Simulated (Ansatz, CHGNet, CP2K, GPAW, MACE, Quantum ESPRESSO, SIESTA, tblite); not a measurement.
## Random packing of C68N32 (at. %) (79 atoms) in SIESTA

Wanted: SIESTA inputs and outputs for random packing of C68N32 (at. %) (79 atoms), checked against a plane-wave reference.

Calculated with SIESTA 5.4.2; the method is named at each step.

### Step 1. The starting structure

The cell holds 79 atoms: 54 C and 25 N. Cell: a = 8.889 Å, b = 8.889 Å, c = 8.889 Å, α = 90.0°, β = 90.0°, γ = 90.0°. 79 atoms (54 C, 25 N) packed at random in a cube at 2.36 g/cm³ and pushed apart as soft spheres; a start for melting by ab initio MD, not an equilibrated structure. Then every atom was moved at random, 0.02 Å r.m.s. a Cartesian component.

The yardstick, on the same geometry:

```
method                 : Kohn-Sham DFT, PBE, SSSP efficiency 1.3.0 pseudopotentials, plane waves (Quantum ESPRESSO 7.5); sssp-pbe-1.3.0-efficiency, cutoffs 60/480 Ry, Γ point
r.m.s. force component : 1.953 eV/Å
longest force          : 5.878 eV/Å
pressure               : -24.14 GPa
time                   : 2.8 min on 2 MPI ranks of Arm Neoverse V2, shared host
CPU time               : 5.6 min
```

### Step 2. PBE, DZP, shift 0.01 Ry, mesh 500 Ry

Method: Kohn-Sham DFT, PBE, PseudoDojo 0.4.1 norm-conserving pseudopotentials (converted to PSML), numerical atomic orbitals (DZP), diagonalisation.

The .psml files are PseudoDojo norm-conserving potentials that we converted to this format, checked against plane waves on the same files for H, C, O, Si, Ge and Ca alone.

input.fdf

```
SystemLabel cell
NumberOfAtoms 79
NumberOfSpecies 2
%block ChemicalSpeciesLabel
  1 6 C
  2 7 N
%endblock ChemicalSpeciesLabel
LatticeConstant 1.0 Ang
%block LatticeVectors
  8.88940 0.00000 0.00000
  0.00000 8.88940 0.00000
  0.00000 0.00000 8.88940
%endblock LatticeVectors
PAO.BasisSize DZP
PAO.EnergyShift 0.01 Ry
XC.Functional GGA
XC.Authors PBE
MeshCutoff 500 Ry
%block kgrid_Monkhorst_Pack
  1 0 0 0.0
  0 1 0 0.0
  0 0 1 0.0
%endblock kgrid_Monkhorst_Pack
SolutionMethod diagon
OccupationFunction FD
ElectronicTemperature 580 K
SCF.Mixer.Method Pulay
SCF.Mixer.Weight 0.05
SCF.Mixer.History 8
SCF.Mix Hamiltonian
MaxSCFIterations 300
SCF.DM.Tolerance 1e-04
SCF.H.Tolerance 1.0e-3 eV
WriteForces T
Write.HirshfeldPop T
Write.VoronoiPop T
Write.DM F
Write.H F
XML.Write F
AtomicCoordinatesFormat Fractional
%block AtomicCoordinatesAndAtomicSpecies
  0.72123 0.34128 0.08779 1
  0.44391 0.75793 0.51234 1
  0.52761 0.23174 0.46630 1
  0.55701 0.51288 0.08372 1
  0.33039 0.06713 0.28738 1
  0.81274 0.10984 0.97678 1
  0.68337 0.93093 0.69705 1
  0.08994 0.77335 0.66374 1
  0.13648 0.21605 0.92809 1
  0.10986 0.29800 0.12476 1
  0.56999 0.70672 0.64584 1
  0.12241 0.58894 0.66372 1
  0.07954 0.80486 0.21569 1
  0.38414 0.02741 0.49020 1
  0.83776 0.21881 0.65698 1
  0.15830 0.96637 0.99318 1
  0.51416 0.03981 0.12836 1
  0.06794 0.22708 0.30390 1
  0.24832 0.47758 0.39726 1
  0.12406 0.42025 0.54627 1
  0.17731 0.63540 0.13885 1
  0.83958 0.31386 0.26108 1
  0.81205 0.02484 0.55955 1
  0.65921 0.28059 0.63634 1
  0.83791 0.58975 0.55430 1
  0.56924 0.26362 0.84094 1
  0.82054 0.87462 0.18326 1
  0.72748 0.11443 0.14685 1
  0.38734 0.22650 0.15457 1
  0.31278 0.65876 0.66964 1
  0.98269 0.66407 0.99630 1
  0.53812 0.85904 0.04362 1
  0.80321 0.77988 0.69483 1
  0.81782 0.45934 0.78940 1
  0.19951 0.75204 0.97366 1
  0.07013 0.40270 0.76209 1
  0.18307 0.81783 0.39015 1
  0.78305 0.64804 0.98238 1
  0.68862 0.07009 0.42676 1
  0.49844 0.44939 0.28963 1
  0.71739 0.88581 0.36951 1
  0.93803 0.45165 0.62665 1
  0.41081 0.81974 0.19373 1
  0.99961 0.55690 0.45478 1
  0.43181 0.51712 0.56338 1
  0.82115 0.21167 0.42523 1
  0.82898 0.26990 0.86702 1
  0.56995 0.53578 0.86405 1
  0.31420 0.28672 0.82337 1
  0.32495 0.94135 0.77184 1
  0.71782 0.51837 0.25874 1
  0.32360 0.11828 0.92014 1
  0.36886 0.61085 0.13680 1
  0.65001 0.10776 0.75383 1
  0.25316 0.86427 0.57840 2
  0.27689 0.32559 0.64143 2
[... 19 atom lines left out ...]
  0.21231 0.46838 0.20912 2
  0.72162 0.69445 0.40824 2
  0.66812 0.36900 0.42412 2
  0.05114 0.26052 0.63055 2
%endblock AtomicCoordinatesAndAtomicSpecies
```

On the command line:

```bash
$ OMP_NUM_THREADS=1 mpirun -np 2 siesta < input.fdf > output.txt
```

Log:

```text
Version         : 5.4.2
reinit: System Name:
reinit: System Label: cell
initatom: Reading input for the pseudopotentials and atomic orbitals ----------
Species number:   1 Atomic number:    6 Label: C
Species number:   2 Atomic number:    7 Label: N
Ground state valence configuration (from tables):   2s02  2p02  3d00  4f00
Ground state valence configuration (from tables):   2s02  2p03  3d00  4f00
---- Processing specs for species: C
GGA--PBE XC_GGA_X_PBE--XC_GGA_C_PBE pb
---- Processing specs for species: N
GGA--PBE XC_GGA_X_PBE--XC_GGA_C_PBE pb
C pseudopotential only contains V_ls up to l=1 -- lmxkb reset.
N pseudopotential only contains V_ls up to l=1 -- lmxkb reset.
Using PAO.SplitTailNorm
%block ChemicalSpeciesLabel
    1    6 C                       # Species index, atomic number, species label
    2    7 N                       # Species index, atomic number, species label
%endblock ChemicalSpeciesLabel
%block PAO.Basis                 # Define Basis set
C                     2                    # Species label, number of l-shells
 n=2   0   2                         # n, l, Nzeta
   4.484      3.048
   1.000      1.000
 n=2   1   2 P   1                   # n, l, Nzeta, Polarization, NzetaPol
   5.436      3.692
   1.000      1.000
N                     2                    # Species label, number of l-shells
 n=2   0   2                         # n, l, Nzeta
   3.944      2.617
   1.000      1.000
 n=2   1   2 P   1                   # n, l, Nzeta, Polarization, NzetaPol
   4.781      3.167
   1.000      1.000
%endblock PAO.Basis
coor:   Atomic-coordinates input format  =     Fractional
siesta: System type = bulk
initatomlists: Number of atoms, orbitals, and projectors:     79  1027   632
siesta: ******************** Simulation parameters ****************************
Total number of electrons:   341.000000
Total ionic charge:   341.000000
 Kpoints in:            1 . Kpoints trimmed:            1
siesta: k-grid: Number of k-points = 1
siesta: k-points from Monkhorst-Pack grid
siesta: k-cutoff (effective) =     4.445 Ang
siesta: k-point supercell and displacements
siesta: k-grid:     1     0     0      0.000
siesta: k-grid:     0     1     0      0.000
siesta: k-grid:     0     0     1      0.000
                     ====================================
                        Single-point calculation
                     ====================================
outcell: Unit cell vectors (Ang):
        8.889400    0.000000    0.000000
        0.000000    8.889400    0.000000
        0.000000    0.000000    8.889400
outcell: Cell vector modules (Ang)   :    8.889400    8.889400    8.889400
outcell: Cell angles (23,13,12) (deg):     90.0000     90.0000     90.0000
outcell: Cell volume (Ang**3)        :    702.4531
Gamma-point calculation with multiply-connected orbital pairs
Gamma-point calculation with multiply-connected orbital pairs
Folding of H and S implicitly performed
Folding of H and S implicitly performed
new_DM -- step:     1
Initializing Density Matrix...
Attempting to read DM from file... Failed...
DM filled with atomic data:
InitMesh: MESH = 120 x 120 x 120 = 1728000
InitMesh: Mesh cutoff (required, used) =   500.000   503.639 Ry
stepf: Fermi-Dirac step function
        iscf     Eharris(eV)        E_KS(eV)     FreeEng(eV)     dDmax    Ef(eV) dHmax(eV)
   scf:    1   -15544.531067   -15589.315674   -15589.612330  1.408622 -4.266391  8.764623
   scf:    2   -15613.192418   -15604.816391   -15605.125624  0.136948 -4.279044  3.516974
   scf:    3   -15611.475296   -15608.830615   -15609.154343  0.074472 -4.296948  2.079373
   scf:    4   -15612.018884   -15610.825309   -15611.160265  0.062095 -4.336377  1.083319
   scf:    5   -15611.941623   -15611.467881   -15611.811221  0.023878 -4.374789  0.896576
   scf:    6   -15612.066605   -15611.798296   -15612.145073  0.013433 -4.409825  0.598386
[...]
scf:   20   -15612.202184   -15612.202190   -15612.552183  0.000128 -4.544827  0.001649
   scf:   21   -15612.202192   -15612.202191   -15612.552185  0.000078 -4.544726  0.001101
   scf:   22   -15612.202207   -15612.202199   -15612.552188  0.000088 -4.544707  0.000489
SCF Convergence by DM+H criterion
max |DM_out - DM_in|         :     0.0000875404
max |H_out - H_in|      (eV) :     0.0004886687
SCF cycle converged after 22 iterations
Using DM_out to compute the final energy and forces
siesta: E_KS(eV) =           -15612.2022
siesta: E_KS - E_eggbox =    -15612.2022
siesta: Atomic forces (eV/Ang):
     1    0.878532   -1.988790    2.469962
     2    1.461974   -2.021723    2.031305
     3    5.076228   -0.683736    1.521174
     4    0.330595   -0.651336   -0.023277
     5   -2.393397    0.076474   -1.117542
     6   -1.230556    0.925042    0.938592
[...]
77   -2.015616    1.347910   -0.508107
    78   -1.998051   -0.808217   -0.227496
    79   -0.251940    2.714479    1.440519
----------------------------------------
   Tot   -0.001116   -0.006321   -0.000712
----------------------------------------
   Max    5.076228
   Res    1.922079    sqrt( Sum f_i^2 / 3N )
----------------------------------------
   Max    5.076228    constrained
Stress tensor Voigt[x,y,z,yz,xz,xy] (kbar):      185.54      275.95      205.79      -10.85      -15.28       -1.09
(Free)E + p*V (eV/cell)   -15710.0726
Target enthalpy (eV/cell)   -15612.5522
siesta: Program's energy decomposition (eV):
siesta: Ebs     =     -4062.245396
siesta: Eions   =     26520.776835
siesta: Ena     =      6471.102613
siesta: Ekin    =      9450.780488
siesta: Enl     =      -383.535858
siesta: DEna    =       225.859966
siesta: DUscf   =         7.641985
siesta: Ex      =     -4448.985906
siesta: Ec      =      -414.288653
siesta: Exc     =     -4863.274559
siesta: Eharris =    -15612.202207
siesta: Etot    =    -15612.202199
siesta: FreeEng =    -15612.552188
siesta: Final energy (eV):
siesta:  Band Struct. =   -4062.245396
siesta:       Kinetic =    9450.780488
siesta:       Hartree =    2913.110854
siesta:         Exch. =   -4448.985906
siesta:         Corr. =    -414.288653
siesta:   Exch.-corr. =   -4863.274559
siesta:  Ion-electron =  -14050.635466
siesta:       Ion-ion =   -9062.183517
siesta:         Total =  -15612.202199
siesta:         Fermi =      -4.544707
siesta: Stress tensor (static) (eV/Ang**3):
siesta:     0.115807   -0.000683   -0.009537
siesta:    -0.000683    0.172234   -0.006775
siesta:    -0.009537   -0.006775    0.128444
siesta: Cell volume =        702.453121 Ang**3
siesta: Pressure (static):
siesta:                Solid            Molecule  Units
siesta:          -0.00151203         -0.00107845  Ry/Bohr**3
siesta:          -0.13882837         -0.09901907  eV/Ang**3
siesta:        -222.42757016       -158.64603375  kBar
    Orbital volume contribution        =          26.890001 eV
    (Free)E + p_basis*V_orbitals       =      -15585.662187 eV
    (Free)Eharris+ p_basis*V_orbitals  =      -15585.662195 eV
Hirshfeld Atomic Populations:
Atom #   charge [q] valence [e]  Species
     1     0.003353    3.996647  C
     2    -0.005829    4.005829  C
     3     0.000505    3.999495  C
     4     0.017760    3.982240  C
     5     0.007919    3.992081  C
     6     0.008008    3.991992  C
[...]
55     0.014785    4.985215  N
    56    -0.063273    5.063273  N
    57    -0.017268    5.017268  N
    58    -0.028619    5.028619  N
    59    -0.045700    5.045700  N
    60    -0.025418    5.025418  N
[...]
--------------------
 Total    -0.000027
Voronoi Atomic Populations:
Atom #   charge [q] valence [e]  Species
[...]
52     0.015921    3.984079  C
    53     0.046087    3.953913  C
    54     0.016165    3.983835  C
[...]
77    -0.040884    5.040884  N
    78    -0.051831    5.051831  N
    79    -0.007024    5.007024  N
--------------------
 Total    -0.000027
```

The job ended after 3.1 min (2 MPI ranks of Arm Neoverse V2, shared host; peak memory 1.6 GiB).

Banners, paths, timers and routine set-up lines are dropped from the logs unmarked, and long logs keep their key lines alone; longer cuts are marked.

Compared with the plane-wave run:

```
r.m.s. force component                  : 1.922 eV/Å
r.m.s. difference of force components   : 105.1 meV/Å
longest difference of force vectors     : 408.3 meV/Å
force difference over r.m.s. force      : 5.383 %
slope of forces against the reference's : 0.9827
correlation of force components         : 0.9987
pressure                                : -22.24 GPa
pressure difference                     : 1.895 GPa
```

Length of the force difference by element (eV/Å):

| element | atoms | mean | most |
| --- | --- | --- | --- |
| C | 54 | 0.15 | 0.30 |
| N | 25 | 0.20 | 0.41 |

A closer look about C32, which bears the longest force: 9 atoms, nearest first, numbered in the order of the input, with positions taken from that point.

| atom | x | y | z | distance (Å) | Hirshfeld charge (e) | Fx | Fy | Fz (eV/Å) |
| --- | --- | --- | --- | --- | --- | --- | --- | --- |
| C32 | 0.00 | 0.00 | 0.00 | 0.00 | -0.04 | -4.50 | 2.74 | 2.23 |
| N67 | -1.45 | 0.51 | -0.78 | 1.72 | -0.02 | -1.05 | 1.31 | -2.40 |
| C43 | -1.13 | -0.35 | 1.33 | 1.78 | -0.01 | 2.27 | -1.18 | -1.22 |
| C17 | -0.21 | 1.61 | 0.75 | 1.79 | 0.02 | 2.47 | 1.18 | 0.05 |
| N60 | -0.93 | -1.58 | -0.92 | 2.05 | -0.03 | 1.00 | -2.22 | 0.60 |
| N57 | 2.26 | -0.05 | -1.13 | 2.52 | -0.02 | 0.11 | -1.39 | 0.20 |
| C53 | -1.50 | -2.21 | 0.83 | 2.80 | 0.04 | -0.17 | 1.23 | -2.65 |
| C27 | 2.51 | 0.14 | 1.24 | 2.80 | 0.02 | 1.98 | -2.06 | 1.80 |
| C38 | 2.18 | -1.88 | -0.54 | 2.92 | 0.00 | 2.44 | 2.41 | -1.70 |

Forces lie 5.4 % from the reference's, at 1.1 times its CPU time.

### Step 3. PBE, SZ, shift 0.01 Ry, mesh 500 Ry

Method: Kohn-Sham DFT, PBE, PseudoDojo 0.4.1 norm-conserving pseudopotentials (converted to PSML), numerical atomic orbitals (SZ), diagonalisation.

input.fdf, as its differences from that of step 2:

```diff
@@ -13,3 +13,3 @@
 %endblock LatticeVectors
-PAO.BasisSize DZP
+PAO.BasisSize SZ
 PAO.EnergyShift 0.01 Ry
```

On the command line:

```bash
$ OMP_NUM_THREADS=1 siesta < input.fdf > output.txt
```

Log:

```text
Version         : 5.4.2
reinit: System Name:
reinit: System Label: cell
initatom: Reading input for the pseudopotentials and atomic orbitals ----------
Species number:   1 Atomic number:    6 Label: C
Species number:   2 Atomic number:    7 Label: N
Ground state valence configuration (from tables):   2s02  2p02  3d00  4f00
Ground state valence configuration (from tables):   2s02  2p03  3d00  4f00
---- Processing specs for species: C
GGA--PBE XC_GGA_X_PBE--XC_GGA_C_PBE pb
---- Processing specs for species: N
GGA--PBE XC_GGA_X_PBE--XC_GGA_C_PBE pb
C pseudopotential only contains V_ls up to l=1 -- lmxkb reset.
N pseudopotential only contains V_ls up to l=1 -- lmxkb reset.
Using PAO.SplitTailNorm
%block ChemicalSpeciesLabel
[... lines left out ...]
Total number of electrons:   341.000000
[... lines left out ...]
stepf: Fermi-Dirac step function
        iscf     Eharris(eV)        E_KS(eV)     FreeEng(eV)     dDmax    Ef(eV) dHmax(eV)
[... lines left out ...]
SCF Convergence by DM+H criterion
[... lines left out ...]
SCF cycle converged after 22 iterations
[... lines left out ...]
   Max    5.535909
[... lines left out ...]
   Max    5.535909    constrained
Stress tensor Voigt[x,y,z,yz,xz,xy] (kbar):      -18.39       48.50       -5.91        8.71       -5.11       15.60
[... lines left out ...]
siesta: DEna    =       342.717450
siesta: DUscf   =        15.052482
siesta: Ex      =     -4414.502446
siesta: Ec      =      -416.070752
siesta: Exc     =     -4830.573198
siesta: Eharris =    -15563.344333
siesta: Etot    =    -15563.344334
siesta: FreeEng =    -15563.705738
siesta: Final energy (eV):
siesta:  Band Struct. =   -4127.235406
siesta:       Kinetic =    9260.284285
siesta:       Hartree =    2792.451175
siesta:         Exch. =   -4414.502446
siesta:         Corr. =    -416.070752
siesta:   Exch.-corr. =   -4830.573198
siesta:  Ion-electron =  -13723.323080
siesta:       Ion-ion =   -9062.183517
siesta:         Total =  -15563.344334
siesta:         Fermi =      -4.620427
siesta: Stress tensor (static) (eV/Ang**3):
siesta:    -0.011480    0.009740   -0.003188
siesta:     0.009740    0.030274    0.005439
siesta:    -0.003189    0.005439   -0.003688
siesta: Cell volume =        702.453121 Ang**3
siesta: Pressure (static):
siesta:                Solid            Molecule  Units
siesta:          -0.00005484          0.00029111  Ry/Bohr**3
siesta:          -0.00503526          0.02672862  eV/Ang**3
siesta:          -8.06738144         42.82396438  kBar
    Orbital volume contribution        =          13.799636 eV
    (Free)E + p_basis*V_orbitals       =      -15549.906102 eV
    (Free)Eharris+ p_basis*V_orbitals  =      -15549.906102 eV
Hirshfeld Atomic Populations:
Atom #   charge [q] valence [e]  Species
     1     0.000201    3.999799  C
     2     0.004002    3.995998  C
     3     0.011530    3.988470  C
[...]
55     0.007908    4.992092  N
    56    -0.066218    5.066218  N
    57    -0.027931    5.027931  N
[...]
--------------------
 Total    -0.000029
Voronoi Atomic Populations:
Atom #   charge [q] valence [e]  Species
[...]
53     0.037676    3.962324  C
    54    -0.007347    4.007347  C
[...]
78    -0.059010    5.059010  N
    79    -0.013824    5.013824  N
--------------------
 Total    -0.000029
```

It took 86 s on 1 thread; peak memory 0.65 GiB.

Numbers from this run, and their distance from the reference:

| Property | Result |
| --- | --- |
| r.m.s. force component | 1.589 eV/Å |
| r.m.s. difference of force components | 1405 meV/Å |
| longest difference of force vectors | 4924 meV/Å |
| force difference over r.m.s. force | 71.93 % |
| slope of forces against the reference's | 0.5721 |
| correlation of force components | 0.7034 |
| pressure | -0.8067 GPa |
| pressure difference | 23.33 GPa |

This is a coarse setting, run to see what it loses.

Against the first run (5.4 %), the force difference from the reference is 72 %, at 0.23 times the CPU time (on 1 against 2 cores), with 316 basis functions against 1027: the smaller basis costs accuracy.

### Step 4. PBE, DZ, shift 0.01 Ry, mesh 500 Ry

Method: Kohn-Sham DFT, PBE, PseudoDojo 0.4.1 norm-conserving pseudopotentials (converted to PSML), numerical atomic orbitals (DZ), diagonalisation.

input.fdf, as its differences from that of step 3:

```diff
@@ -13,3 +13,3 @@
 %endblock LatticeVectors
-PAO.BasisSize SZ
+PAO.BasisSize DZ
 PAO.EnergyShift 0.01 Ry
```

On the command line:

```bash
$ OMP_NUM_THREADS=1 mpirun -np 2 siesta < input.fdf > output.txt
```

Log:

```text
Version         : 5.4.2
reinit: System Name:
reinit: System Label: cell
initatom: Reading input for the pseudopotentials and atomic orbitals ----------
Species number:   1 Atomic number:    6 Label: C
Species number:   2 Atomic number:    7 Label: N
Ground state valence configuration (from tables):   2s02  2p02  3d00  4f00
[... lines left out ...]
        iscf     Eharris(eV)        E_KS(eV)     FreeEng(eV)     dDmax    Ef(eV) dHmax(eV)
[... lines left out ...]
SCF Convergence by DM+H criterion
[... lines left out ...]
SCF cycle converged after 21 iterations
[... lines left out ...]
   Max    4.970512
[... lines left out ...]
   Max    4.970512    constrained
Stress tensor Voigt[x,y,z,yz,xz,xy] (kbar):      103.05      189.15      126.11       -7.23      -11.69        3.36
[... lines left out ...]
siesta: FreeEng =    -15591.867800
[... lines left out ...]
siesta:         Fermi =      -4.459379
[... lines left out ...]
siesta:          -0.08702983         -0.04713331  eV/Ang**3
siesta:        -139.43716519        -75.51588946  kBar
    Orbital volume contribution        =          18.052377 eV
    (Free)E + p_basis*V_orbitals       =      -15573.815422 eV
    (Free)Eharris+ p_basis*V_orbitals  =      -15573.815422 eV
Hirshfeld Atomic Populations:
Atom #   charge [q] valence [e]  Species
     1    -0.000623    4.000623  C
     2    -0.005045    4.005045  C
     3     0.002381    3.997619  C
[...]
55     0.018259    4.981741  N
    56    -0.064164    5.064164  N
    57    -0.022664    5.022664  N
[...]
--------------------
 Total    -0.000034
Voronoi Atomic Populations:
Atom #   charge [q] valence [e]  Species
[...]
53     0.042474    3.957526  C
    54     0.008606    3.991394  C
[...]
78    -0.053553    5.053553  N
    79    -0.003891    5.003891  N
--------------------
 Total    -0.000034
```

Wall time 63 s (2 MPI ranks); peak memory 1 GiB.

Against the reference:

```
r.m.s. force component                  : 1.754 eV/Å
r.m.s. difference of force components   : 608.4 meV/Å
longest difference of force vectors     : 2099 meV/Å
force difference over r.m.s. force      : 31.15 %
slope of forces against the reference's : 0.8546
correlation of force components         : 0.9518
pressure                                : -13.94 GPa
pressure difference                     : 10.19 GPa
```

This is a coarse setting, run to see what it loses.

Against the first run (5.4 %), the force difference from the reference is 31 %, at 0.34 times the CPU time, with 632 basis functions against 1027: the smaller basis costs accuracy.

(Continued in part 2 of 2.)

[Also dropped from logs without a mark: logging warnings of Python, and SIESTA's first energy breakdown and zero terms.]

[Logs are printed without paths, hosts, clocks, repeated set-up lines and the standing remarks that a program may print on its own settings, such as how far it seeks lower states.]

[Hosts, paths, dates, database ids (printed as entryN), source tags and the programs' standing remarks are cut or masked in the printed files.]
